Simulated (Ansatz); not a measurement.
# Lattice dynamics of Ba (Im-3m, 1 atom in the cell), part 2 of 2

Wanted: phonon frequencies of Ba (Im-3m, 1 atom in the cell) and what follows from them.

Ansatz 0.2.0; DFT PBE, scalar-relativistic, plane waves, PAW.

So far. Step 3 (Relaxing to small forces for the phonons): The forces vanish by symmetry and the pressure is 0.000 GPa, within the tolerances set. The cell now holds 63.19 Å³/atom. The relaxed cell has a = 5.018 Å (conventional setting).

The database entry behind the starting cell differs from later determinations by our own check (0.1 to 0.3 % short, probably kX units), so it need not match the best structure at ambient conditions.

### Step 4. The dispersion

Stability and thermal properties need the whole zone. Linear response on a 4×4×4 q mesh gives force constants as far as a supercell of that size would.

File input.yaml:

```yaml
crystal:
  lattice:
    - [-2.5091362258, 2.5091362258, 2.5091362258]
    - [2.5091362258, -2.5091362258, 2.5091362258]
    - [2.5091362258, 2.5091362258, -2.5091362258]
  atoms:
    - { symbol: Ba, position: [0.0, 0.0, 0.0] }
kpoints:
  mp_grid: { grid: [12, 12, 12] }
hamiltonian:
  xc: pbe
scf:
  occupations: { method: methfessel_paxton, width: 0.2 }
output:
  eigenvalues: true
phonons:
  method: dfpt
  qmesh: [4, 4, 4]
  temperatures: { t_max: 1000, t_step: 50 }
  qpath:
    path:
      - [[0.0, 0.0, 0.0], [0.5, -0.5, 0.5], [0.0, 0.0, 0.5], [0.0, 0.0, 0.0], [0.25, 0.25, 0.25], [0.5, -0.5, 0.5]]
      - [[0.25, 0.25, 0.25], [0.0, 0.0, 0.5]]
    npoints: 10
```

On the command line:

```
ansatz run input.yaml --threads 4 --pin off --max-ram 7168MiB --backend cpu --events-out ev --progress --plain --runs-dir out
```

Numbers of over 12 decimals in the logs are rounded to 6 here.

Output:

```text
[...]
Crystal: 1 atoms, lattice volume = 63.188 Å³
Basis set: ecut = 420 eV, 1253 PW (Γ), exchange–correlation on 60×60×60 points (8 copies of the dense FFT grid, shifted against one another)
Bands: 9, of which v1, the nominal top of the filled ones, is band 5 counted from 1 (4 counted from 0)
Symmetry: 48 space group operations
k-points: 72 of 1728
[...]
SCF iter   1: F=—  HF=-5949.539700 eV  |F-HF|=—  |Δ(HF+E_count)|=         —  Δρ=9.95e-4  dr2=9.51e-4  ethr=1.77e-3  ⟨swp⟩=7.1  Hψ=6045  notcnv=0
[...]
SCF iter   8: F=-5949.539665 eV  HF=-5949.539665 eV  |F-HF|=1.82e-12  |Δ(HF+E_count)|=  1.32e-10  S|Δr|=    0.00e0  Δρ=8.83e-8  dr2=2.98e-12  ethr=1.00e-12  ⟨swp⟩=6.0  Hψ=2807  notcnv=0
SCF 1 converged in 8 iterations: F = -5949.539665 eV  dr2 = 2.98e-12
[...]
NSCF: frozen V_eff on 72 k-points
[...]
DFPT response loops at q = (0, 0, 0) (fractional): preconditioner auto → Kerker (q_TF=auto, 2.007 Å⁻¹) (partly filled bands, converged f_vac=0.000); β = 1.00, the filter's whole step (`scf.mixing.beta` (0.50) is not read by the response loops under this deck's `scf.mixing.preconditioner`; to damp them name `kerker` or `kerker_dos`, under which they read `scf.mixing.beta`, and type it under 1.00, their step now; both keys bind the ground state too); Broyden in place of MSR1
[...]
SCF converged after 8 iterations
[...]
Free energy (F): -5949.539665 eV
[...]
Internal energy: -5949.540870 eV  (E = F + TS)
E sigma→0 (E₀):  -5949.539966 eV
Entropy (-TS):   0.001204 eV (1.204 meV/atom)
Fermi energy:    5.799955 eV
[...]
--- Band table (eV; the first three rows and the last of 72) ---
[...]
--- Phonons (Γ-DFPT): 1 representative perturbation + reference (Σ response iterations 3) ---
  ASR residual: 3.728e-5 → 0.000e0 eV/Å²; symmetrization residual: 7.579e-14 eV/Å²
  ASR residual per site (eV/Å²): 3.73e-5
  Γ frequencies (cm⁻¹): 0.00 0.00 0.00
--- Phonons (arbitrary-q DFPT): 8 irreducible q on the 4×4×4 mesh ---
  q = [0.0000, 0.0000, 0.0000] (star 1, of the zone-centre solve; hermiticity 5.47e-10, symmetrization 2.03e-9): 0.00 0.00 0.00
  q = [0.0000, 0.0000, 0.2500] (star 12, 2 solved perturbations in 1446 linear systems a pass and spin channel, the states on 936 of 1728 k-point pairs; hermiticity 7.80e-14, symmetrization 1.52e-13): 18.07 36.34 51.36
[...]
q = [0.2500, 0.2500, 0.2500] (star 2, 1 solved perturbation on 262 of 1728 k-point pairs; hermiticity 1.80e-13, symmetrization 3.70e-13): 55.87 55.87 55.87
[...]
sum rule: each row above includes the acoustic sum rule's correction from the zone centre's row sums; it moved no ω² by more than (0.27 cm⁻¹)²
  mesh force constants: q→R imaginary residual 0.00e0; ASR residual 3.728e-5 → 0.000e0 eV/Å²; symmetrization residual 6.661e-16 eV/Å²
  interpolated dispersion: 62 rows × 3 modes
  density of states and harmonic sums: on the 20×20×20 q-mesh, interpolated from the force constants of a 4×4×4 supercell (no non-analytic term)
  largest difference from the sums on the solved wave vectors: F 1.51e-2 eV, S 1.91e-5 and C_V 4.01e-6 eV/K
  zero-point energy: 0.009378 eV/cell   skipped modes (ω ≤ 0): 3   left out of the sums: 1.25e-4 of the cell's modes: C_V's classical limit lies that fraction below 3 k_B per atom; for a crystal, a wire or a layer, F and S can be off by more, and a phonons.interpolated_qmesh denser along its periods is the remedy for the sampling
```

Wall time 81 s (4 threads of Arm Neoverse V2, shared host); peak memory 2.5 GiB.

Numbers from this step:

- sum-rule residual before enforcement: 3.73e-5 eV/Å²
- lowest frequency on the path: 0 cm⁻¹
- highest frequency on the path or at a solved wavevector: 74.9 cm⁻¹
- mean frequency: 50.4 cm⁻¹
- Debye temperature (second moment): 98 K
- logarithmic mean frequency: 47.3 cm⁻¹
- lowest mode on the q mesh (acoustic modes at Γ apart): 18.07 cm⁻¹
- zero-point energy per atom: 9.38 meV
- heat capacity at 300 K: 24.81 J/(mol atoms K)
- vibrational entropy at 300 K: 62.04 J/(mol atoms K)

Frequencies (cm⁻¹) solved at each irreducible wavevector; negative means imaginary. Frequencies by wavevector, by row:

| q in reciprocal lattice units | star | mode 1 | mode 2 | mode 3 |
| --- | --- | --- | --- | --- |
| 0 0 0 | 1 | 0 | 0 | 0 |
| 0 0 0.25 | 12 | 18.1 | 36.3 | 51.4 |
| 0 0 -0.5 | 6 | 24.4 | 52.2 | 74.9 |
| 0 0.25 0.25 | 24 | 35.4 | 53.9 | 68.8 |
| 0.25 0.25 0.25 | 2 | 55.9 | 55.9 | 55.9 |
| 0.25 0.25 -0.25 | 6 | 46.4 | 51.2 | 51.2 |
| 0.25 -0.5 -0.5 | 12 | 47.6 | 63.1 | 74.5 |
| -0.5 -0.5 -0.5 | 1 | 74.4 | 74.4 | 74.4 |

Interpolated from a 4×4×4 q mesh. The phonon branches at the labelled points (cm⁻¹):

| point | branch 1 | branch 2 | branch 3 |
| --- | --- | --- | --- |
| Γ | 0 | 0 | 0 |
| halfway | 46 | 51 | 51 |
| H | 74 | 74 | 74 |
| halfway | 48 | 63 | 74 |
| N | 24 | 52 | 75 |
| halfway | 18 | 36 | 51 |
| Γ | 0 | 0 | 0 |
| halfway | 34 | 34 | 61 |
| P | 56 | 56 | 56 |
| halfway | 41 | 68 | 68 |
| H | 74 | 74 | 74 |
| jump to P | 56 | 56 | 56 |
| halfway | 39 | 55 | 69 |
| N | 24 | 52 | 75 |

The phonon branches as a text plot (rows in cm⁻¹):

```
     73 |          ************                        ****    **
     70 |         *   **       *                      *       *
     67 |         *     *       *           ***     **  *    *
     64 |        *     * *                         *        *
     61 |        *        *                *   *  *
     58 |       *                                *     *   *
     55 |       *       *  *                    *          *****
     51 |     **            ***  *        *    * *         *    *
     48 |                *     *              *       *
     45 |     **                *            *    *         *
     42 |    *                    *      *         * *       *
     39 |    *            *                 *       *
     36 |                        *                            *
     33 |   *                      *       *
     30 |                  *      *
     27 |                   *           * *                    **
     23 |  *                 ****  *
     20 |  *                        *    *
     17 |                        *
     14 |                         * *  **
     11 | *                        * *
      8 |                           ** *
      5 |                            *
      2 |*                            *
         Γ           H       N        Γ         P        H|P    N
```

Tetrahedra on a 20×20×20 mesh, mean over bins of 1 cm-1. Interpolated from a 4×4×4 q mesh. Phonon density of states against wavenumber; read off at these points:

wavenumber (cm⁻¹), phonon density of states (1/cm⁻¹/cell) and a bar:
```
      0.5     0.0000 
      3.5     0.0003 
      5.5     0.0006 
      8.5     0.0017 #
     10.5     0.0030 #
     13.5     0.0053 ##
     16.5     0.0082 ###
     18.5     0.0112 ####
     21.5     0.0178 ######
     23.5     0.0255 ########
     26.5     0.0415 #############
     28.5     0.0437 ##############
     31.5     0.0478 ###############
     34.5     0.0514 ################
     36.5     0.0532 #################
     38.5     0.0558 ##################
     39.5     0.0520 #################
     41.5     0.0440 ##############
     44.5     0.0410 #############
     47.5     0.0434 ##############
     49.5     0.0483 ###############
     52.5     0.0698 ######################
     54.5     0.0715 #######################
     55.5     0.0726 #######################
     57.5     0.0561 ##################
     59.5     0.0502 ################
     62.5     0.0491 ################
     65.5     0.0582 ###################
     67.5     0.0856 ###########################
     68.5     0.0943 ##############################
     70.5     0.0906 #############################
     72.5     0.0852 ###########################
     75.5     0.0000
```

Second derivatives of the energy by pair, one row for each kind of neighbour of each atom listed. Each entry sums the pair over the periodic images of the supercell that the q mesh stands for, and in a polar crystal it holds the long-range dipole part too. Force constants by pair, by row:

| atom | neighbour | distance (Å) | third of the trace (eV/Å²) | along the pair's line (eV/Å²) |
| --- | --- | --- | --- | --- |
| Ba1 | itself | 0 | 1.419 | – |
| Ba1 | Ba | 4.346 | -0.1622 | -0.4844 |
| Ba1 | Ba | 5.018 | -0.0314 | -0.0244 |
| Ba1 | Ba | 7.097 | 0.0071 | 0.024 |

Harmonic thermodynamic functions per atom, from the density of states. Interpolated from a 4×4×4 q mesh. Thermodynamic functions, by row:

| T (K) | F_vib (meV/atom) | S (J/mol-atom/K) | C_V (J/mol-atom/K) |
| --- | --- | --- | --- |
| 0 | 9.38 | 0 | 0 |
| 50 | 5.19 | 19.53 | 20.75 |
| 100 | -9.36 | 35.16 | 23.78 |
| 200 | -55.49 | 52.01 | 24.64 |
| 300 | -114.9 | 62.04 | 24.81 |
| 400 | -183.1 | 69.18 | 24.86 |
| 500 | -257.8 | 74.74 | 24.89 |
| 600 | -337.7 | 79.28 | 24.91 |
| 700 | -421.9 | 83.11 | 24.92 |
| 800 | -509.8 | 86.44 | 24.92 |
| 900 | -600.9 | 89.38 | 24.93 |
| 1000 | -695 | 92 | 24.93 |

Harmonic mean-square displacement, third of the trace. Interpolated from a 4×4×4 q mesh. Mean square displacements, by row:

| T (K) | Ba1 U_eq (Å²) |
| --- | --- |
| 0 | 0.00283 |
| 100 | 0.01199 |
| 300 | 0.03521 |
| 600 | 0.07027 |

Symmetry leaves 8 wavevectors to solve. The lowest mode among them, the acoustic zeros apart, lies at q = (0, 0, 0.25) and is real, 18.1 cm⁻¹.

### Step 5. Finite displacements in a supercell

Finite displacements in a 2×2×2 supercell give force constants from forces alone. They are exact at the wavevectors that the supercell holds, where they check the linear-response result.

Edit input.yaml of step 4 so:

```diff
@@ -16,4 +16,4 @@
 phonons:
-  method: dfpt
-  qmesh: [4, 4, 4]
+  method: fd
+  supercell: [2, 2, 2]
   temperatures: { t_max: 1000, t_step: 50 }
```

Output:

```text
[...]
Crystal: 8 atoms, lattice volume = 505.502 Å³
Basis set: ecut = 420 eV, 9909 PW (Γ), exchange–correlation on 120×120×120 points (8 copies of the dense FFT grid, shifted against one another)
Bands: 62, of which v1, the nominal top of the filled ones, is band 40 counted from 1 (39 counted from 0)
Symmetry: 384 space group operations
k-points: 16 of 216
[...]
SCF iter   1: F=—  HF=-47596.317322 eV  |F-HF|=—  |Δ(HF+E_count)|=         —  Δρ=8.77e-8  dr2=2.87e-11  ethr=1.00e-12  ⟨swp⟩=3.2  Hψ=2600  notcnv=0
[...]
SCF iter   2: F=-47596.317322 eV  HF=-47596.317322 eV  |F-HF|=7.28e-12  |Δ(HF+E_count)|=  2.91e-11  S|Δr|=    0.00e0  Δρ=5.37e-8  dr2=1.19e-11  ethr=1.00e-12  ⟨swp⟩=3.1  Hψ=2347  notcnv=0
SCF 1 converged in 2 iterations: F = -47596.317322 eV  dr2 = 1.19e-11
[...]
Symmetry: 8 space group operations
k-points: 30 of 216 (time reversal used)
[...]
SCF iter   6: F=-47596.317317 eV  HF=-47596.317317 eV  |F-HF|=1.46e-11  |Δ(HF+E_count)|=  2.18e-11  S|Δr|=    0.00e0  Δρ=2.38e-8  dr2=5.40e-12  ethr=1.00e-12  ⟨swp⟩=5.8  Hψ=7880  notcnv=0
SCF 2 converged in 6 iterations: F = -47596.317317 eV  dr2 = 5.40e-12
[...]
SCF converged after 2 iterations
[...]
Free energy (F): -47596.317322 eV
[...]
Internal energy: -47596.326958 eV  (E = F + TS)
E sigma→0 (E₀):  -47596.319731 eV
Entropy (-TS):   0.009636 eV (1.204 meV/atom)
Fermi energy:    5.799955 eV
[...]
--- Band table (eV; the first three rows and the last of 16) ---
  k-point 0: bands = [... 36 lower, 4.9298, 4.9298, 4.9298, 5.2776, 5.2776, 6.5108, 6.5108, 6.5108, ... 18 higher]
  k-point 1: bands = [... 36 lower, 5.0134, 5.0134, 5.0476, 5.3502, 5.3621, 6.5230, 6.5230, 6.5230, ... 18 higher]
  k-point 2: bands = [... 36 lower, 5.2253, 5.2253, 5.3436, 5.5199, 5.6063, 6.4323, 6.4538, 6.4538, ... 18 higher]
  k-point 15: bands = [... 36 lower, 4.9146, 4.9146, 6.3349, 6.3349, 6.3349, 6.3349, 6.3349, 6.3349, ... 18 higher]
--- Phonons: 1 displaced member + reference (amplitude 0.0025 Å, Σ member SCF iterations 6) ---
  symmetry images taken by strict's conditions (phonons.symmetry_images: auto; settled by no image being taken that strict refuses)
  ASR residual: 8.429e-5 → 0.000e0 eV/Å²; symmetrization residual: 6.661e-16 eV/Å²
  largest component of a force at the reference: 1.2e-29 eV/Å
  ASR residual per site (eV/Å²): 8.43e-5
  Γ frequencies (cm⁻¹): 0.00 0.00 0.00
[...]
```

It took 21 s on 4 threads; peak memory 1.6 GiB.

This step gave:

* atoms in the supercell: 8
* sum-rule residual before enforcement: 8.43e-5 eV/Å²

Interpolated from a 2×2×2 supercell, rough between the solved points. The phonon branches at the labelled points (cm⁻¹):

| point | branch 1 | branch 2 | branch 3 |
| --- | --- | --- | --- |
| Γ | 0 | 0 | 0 |
| halfway | 52 | 52 | 56 |
| H | 74 | 74 | 74 |
| halfway | 55 | 64 | 75 |
| N | 24 | 52 | 75 |
| halfway | 17 | 37 | 53 |
| Γ | 0 | 0 | 0 |
| halfway | 33 | 33 | 61 |
| P | 56 | 56 | 56 |
| halfway | 46 | 69 | 69 |
| H | 74 | 74 | 74 |
| jump to P | 56 | 56 | 56 |
| halfway | 36 | 54 | 70 |
| N | 24 | 52 | 75 |

The phonon branches as a text plot (rows in cm⁻¹):

```
     73 |          ************                        ****    **
     70 |         *   **       *                     ** *     *
     67 |        *     **       *           ***     *        *
     64 |       *        *                         *        *
     61 |       *       * *                *   *  *    *
     58 |                                        *         *
     55 |     **         * *                    *     *    ****
     51 |     **            ***  *        *    *           *   **
     48 |    *            *    *              *  *
     45 |                       * *                  *      *
     42 |    *                           *   *    *
     39 |                                   *      **        *
     36 |   *                    *
     33 |   *              *       *       *                  *
     30 |                         *     *
     27 |  *                *             *                    **
     23 |  *                 ***   **
     20 |                       *        *
     17 |                        *  *
     14 | *                       *    **
     11 | *                        * *
      8 |                           ** *
      5 |                            *
      2 |*                            *
         Γ           H       N        Γ         P        H|P    N
```

Tetrahedra on a 18×18×18 mesh, mean over bins of 1 cm-1. Interpolated from a 2×2×2 supercell, rough between the solved points. Phonon density of states against wavenumber; read off at these points:

| wavenumber (cm⁻¹) | phonon density of states (1/cm⁻¹/cell) |
| --- | --- |
| 2.50 | 1.6e-4 |
| 5.00 | 4.5e-4 |
| 7.50 | 9.9e-4 |
| 10.00 | 0.00228 |
| 12.50 | 0.004 |
| 15.00 | 0.0065 |
| 17.50 | 0.00927 |
| 20.00 | 0.0129 |
| 22.50 | 0.0189 |
| 25.00 | 0.0305 |
| 27.50 | 0.0356 |
| 30.00 | 0.0402 |
| 32.50 | 0.0442 |
| 35.00 | 0.0495 |
| 37.50 | 0.0558 |
| 40.00 | 0.0458 |
| 42.50 | 0.0419 |
| 45.00 | 0.0421 |
| 47.50 | 0.0449 |
| 50.00 | 0.0525 |
| 52.50 | 0.0757 |
| 55.00 | 0.066 |
| 57.50 | 0.0543 |
| 60.00 | 0.0512 |
| 62.50 | 0.0502 |
| 65.00 | 0.0575 |
| 67.50 | 0.0834 |
| 70.00 | 0.0950 |
| 72.50 | 0.101 |
| 73.50 | 0.106 |
| 75.00 | 0.0271 |

On this path the spectrum ends at 74.9 cm⁻¹ (between H and N). No branch goes imaginary on this path.

### Step 6. What came out

| Property | Result |
| --- | --- |
| space group after relaxation (within 0.01 Å) | Im-3m |
| volume per atom | 63.2 Å³ |
| electronic character | no gap on this mesh |
| lowest mode on the q mesh (acoustic modes at Γ apart) | 18.1 cm⁻¹ |
| highest frequency on the path or at a solved wavevector | 74.9 cm⁻¹ |
| zero-point energy per atom | 9.38 meV |
| heat capacity at 300 K | 24.8 J/(mol atoms K) |
| vibrational entropy at 300 K | 62.0 J/(mol atoms K) |
| Debye temperature (second moment) | 98 K |
| imaginary modes on the 4×4×4 q mesh | none |

**Reading.** The structure is a minimum as far as tested: no mode is imaginary at the 8 irreducible wavevectors of the 4×4×4 mesh, and the softest away from the acoustic zeros lies at 18 cm⁻¹. With no gap, or one that is small against the smearing, the frequencies hang on the k mesh and the smearing, most of all near Kohn anomalies. Spin-orbit coupling is left out, which can matter for the heavy elements here. These are harmonic frequencies at zero temperature: anharmonic shifts, linewidths and thermal expansion are left out.

[Logs are printed without paths, hosts, clocks, repeated set-up lines and the standing remarks that a program may print on its own settings, such as how far it seeks lower states.]

[Hosts, paths, dates, database ids (printed as entryN), source tags and the programs' standing remarks are cut or masked in the printed files.]
